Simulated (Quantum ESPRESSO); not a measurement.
# GaP (F-43m): a worked LO-TO splitting

Wanted: the LO mode of GaP (F-43m) from the TO mode and the field response.

Calculated with Quantum ESPRESSO 7.5; DFT LDA, scalar-relativistic, plane waves, PseudoDojo norm-conserving pseudopotentials.

**1. The relaxed structure**

The structure is cubic, space group F-43m (No. 216). Conventional cell: a = 5.387 Å, b = 5.387 Å, c = 5.387 Å, α = 90.00°, β = 90.00°, γ = 90.00°. Nearest to Ga lie 4 P at 2.33 Å. Nearest to P lie 4 Ga at 2.33 Å. Farther neighbours are not listed.

As a file:

```
Ga P
1.0
    -2.69367    0.00000    2.69367
     0.00000    2.69367    2.69367
    -2.69367    2.69367    0.00000
Ga P
1 1
Direct
  0.00000 0.00000 0.00000
  0.25000 0.25000 0.25000
```

This is the cell after its relaxation at this level of theory, not the database cell from which that began.

**2. What the response run gave**

A linear-response run on the relaxed cell, with the response to an electric field; only its zone-centre results are used. Cutoff 80 Ry, k mesh 12×12×12.

The log of the run:

```text
[banners, grids, parts of the stress and lines that vanish by symmetry left out]
Program PHONON v.7.5
     Reading xml data from directory:

[...]
Exchange-correlation= PW
                           (   1   4   0   0   0   0   0)
[...]
kinetic-energy cut-off    =      80.0000  Ry
     charge density cut-off    =     320.0000  Ry
     convergence threshold     =      1.0E-18
[...]
Exchange-correlation= PW
                           (   1   4   0   0   0   0   0)
[...]
q = (   0.0000000   0.0000000   0.0000000 )
     25 Sym.Ops. (with q -> -q+G )
     G cutoff =  840.1094  (  25605 G-vectors)     FFT grid: ( 45, 45, 45)
     number of k points=    72
[...]
Mode symmetry, T_d (-43m)  point group:
[...]
Dielectric constant
[...]
End of electric fields calculation
          Dielectric constant in cartesian axis
          (      10.790166800       0.000000000       0.000000000 )
          (       0.000000000      10.790166800       0.000000000 )
          (       0.000000000       0.000000000      10.790166800 )
          Effective charges (d Force / dE) in cartesian axis without acoustic sum rule applied (asr)
           atom    1  Ga    Mean Z*:        2.04569
      Ex  (        2.04569       -0.00000       -0.00000 )
      Ey  (       -0.00000        2.04569       -0.00000 )
      Ez  (        0.00000        0.00000        2.04569 )
           atom    2  P     Mean Z*:       -2.05630
      Ex  (       -2.05630        0.00000        0.00000 )
      Ey  (        0.00000       -2.05630        0.00000 )
      Ez  (       -0.00000        0.00000       -2.05630 )
          Effective charges Sum: Mean:       -0.01061
[...]
Effective charges (d Force / dE) in cartesian axis with asr applied:
           atom    1  Ga    Mean Z*:        2.05099
[...]
atom    2  P     Mean Z*:       -2.05099
[...]
Representation #   1 modes #   1   2   3
[...]
End of self-consistent calculation
     Convergence has been achieved
     Representation #   2 modes #   4   5   6
[...]
End of self-consistent calculation
     Convergence has been achieved
[...]
Dielectric constant in cartesian axis
          (      10.790166800       0.000000000       0.000000000 )
          (       0.000000000      10.790166800       0.000000000 )
          (       0.000000000       0.000000000      10.790166800 )
          Effective charges (d Force / dE) in cartesian axis without acoustic sum rule applied (asr)
           atom    1  Ga    Mean Z*:        2.04569
      Ex  (        2.04569       -0.00000       -0.00000 )
      Ey  (       -0.00000        2.04569       -0.00000 )
      Ez  (        0.00000        0.00000        2.04569 )
           atom    2  P     Mean Z*:       -2.05630
      Ex  (       -2.05630        0.00000        0.00000 )
      Ey  (        0.00000       -2.05630        0.00000 )
      Ez  (       -0.00000        0.00000       -2.05630 )
          Effective charges Sum: Mean:       -0.01061
[...]
Effective charges (d Force / dE) in cartesian axis with asr applied:
           atom    1  Ga    Mean Z*:        2.05099
[...]
atom    2  P     Mean Z*:       -2.05099
[...]
q = (    0.000000000   0.000000000   0.000000000 )
[...]
freq (    1) =      -0.068971 [THz] =      -2.300618 [cm-1]
     freq (    2) =      -0.068971 [THz] =      -2.300618 [cm-1]
     freq (    3) =      -0.068971 [THz] =      -2.300618 [cm-1]
     freq (    4) =      10.947369 [THz] =     365.164913 [cm-1]
     freq (    5) =      10.947369 [THz] =     365.164913 [cm-1]
     freq (    6) =      10.947369 [THz] =     365.164913 [cm-1]
[...]
Mode symmetry, T_d (-43m)  point group:
     freq (   1-   3) =         -2.3  [cm-1]   --> T_2  G_15 P_4   I+R
     freq (   4-   6) =        365.2  [cm-1]   --> T_2  G_15 P_4   I+R

   JOB DONE.
```

```
                       quantity   value
             cell volume Ω (Å³)  39.090
                 mass of Ga (u)  69.723
                  mass of P (u)  30.974
     Born charge of Ga, raw (e)   2.046
      Born charge of P, raw (e)  -2.056
                             ε∞  10.790
ω(TO) after the sum rule (cm⁻¹)   365.2
```

**3. The calculation**

The charges must sum to zero over the cell; taking off their mean, -0.005 e, leaves Z* = 2.051 e on Ga. In the polar mode Ga moves against P, so the reduced mass is μ = 69.72 × 30.97 / 100.70 = 21.446 u.

A longitudinal wave builds up a field that adds to the restoring force: ω(LO)² = ω(TO)² + 4π Z*² / (μ Ω ε∞), in Hartree atomic units. With μ = 39094 electron masses and Ω = 263.79 bohr³ the second term is 4.7505e-07 Ha², or 22883 cm⁻² (1 Ha = 219474.6 cm⁻¹).

So ω(LO) = √(133349 + 22883) = 395.3 cm⁻¹, and by the Lyddane-Sachs-Teller relation ε₀ = ε∞ (ω(LO)/ω(TO))² = 12.64.

**4. Check against the program**

The analysis program adds the same non-analytic term to the full matrix, here for q along (1 0 0).

The log of the run:

```text
[banner, memory and clock lines left out]
Program DYNMAT v.7.5

     Reading Dynamical Matrix from file g.dyn
     ...Force constants read
     ...epsilon and Z* read

     Polarizability (A^3 units)
     multiply by 0.234555 for Clausius-Mossotti correction
        30.453838    0.000000    0.000000
         0.000000   30.453838    0.000000
         0.000000    0.000000   30.453838

     IR activities are in (D/A)^2/amu units

# mode   [cm-1]    [THz]      IR
    1     -0.00   -0.0000    0.0000
    2      0.00    0.0000    0.0000
    3      0.00    0.0000    0.0000
    4    365.17   10.9474    4.5252
    5    365.17   10.9474    4.5252
    6    395.26   11.8496    4.5252
```

ε₀ comes from the program's run without a direction of q.

```
    quantity  by hand  program
ω(LO) (cm⁻¹)    395.3    395.3
          ε₀    12.64    12.64
```

**5. Summary of results**

```yaml
to_mode: 365.2 cm⁻¹
lo_mode: 395.3 cm⁻¹
static_dielectric_constant: 12.64
```

In words: The LO mode of GaP (F-43m) lies at 395 cm⁻¹, 30 cm⁻¹ above the TO mode; the formula meets the program within 0.1 cm⁻¹, as it must for a cubic crystal with one polar mode. ω(LO)² − ω(TO)² goes with Z*²/ε∞: an error of 5 % in ε∞ would move the LO mode by 1.4 cm⁻¹, and semilocal functionals tend to overestimate ε∞. These are harmonic values at zero temperature, at the volume of this functional, for the structure held cubic; stability elsewhere in the zone is no part of this calculation.

[Host names and launcher messages were left out of these logs when they were recorded.]

[Logs are printed without paths, hosts, clocks, repeated set-up lines and the standing remarks that a program may print on its own settings, such as how far it seeks lower states.]

[Hosts, paths, dates, database ids (printed as entryN), source tags and the programs' standing remarks are cut or masked in the printed files.]
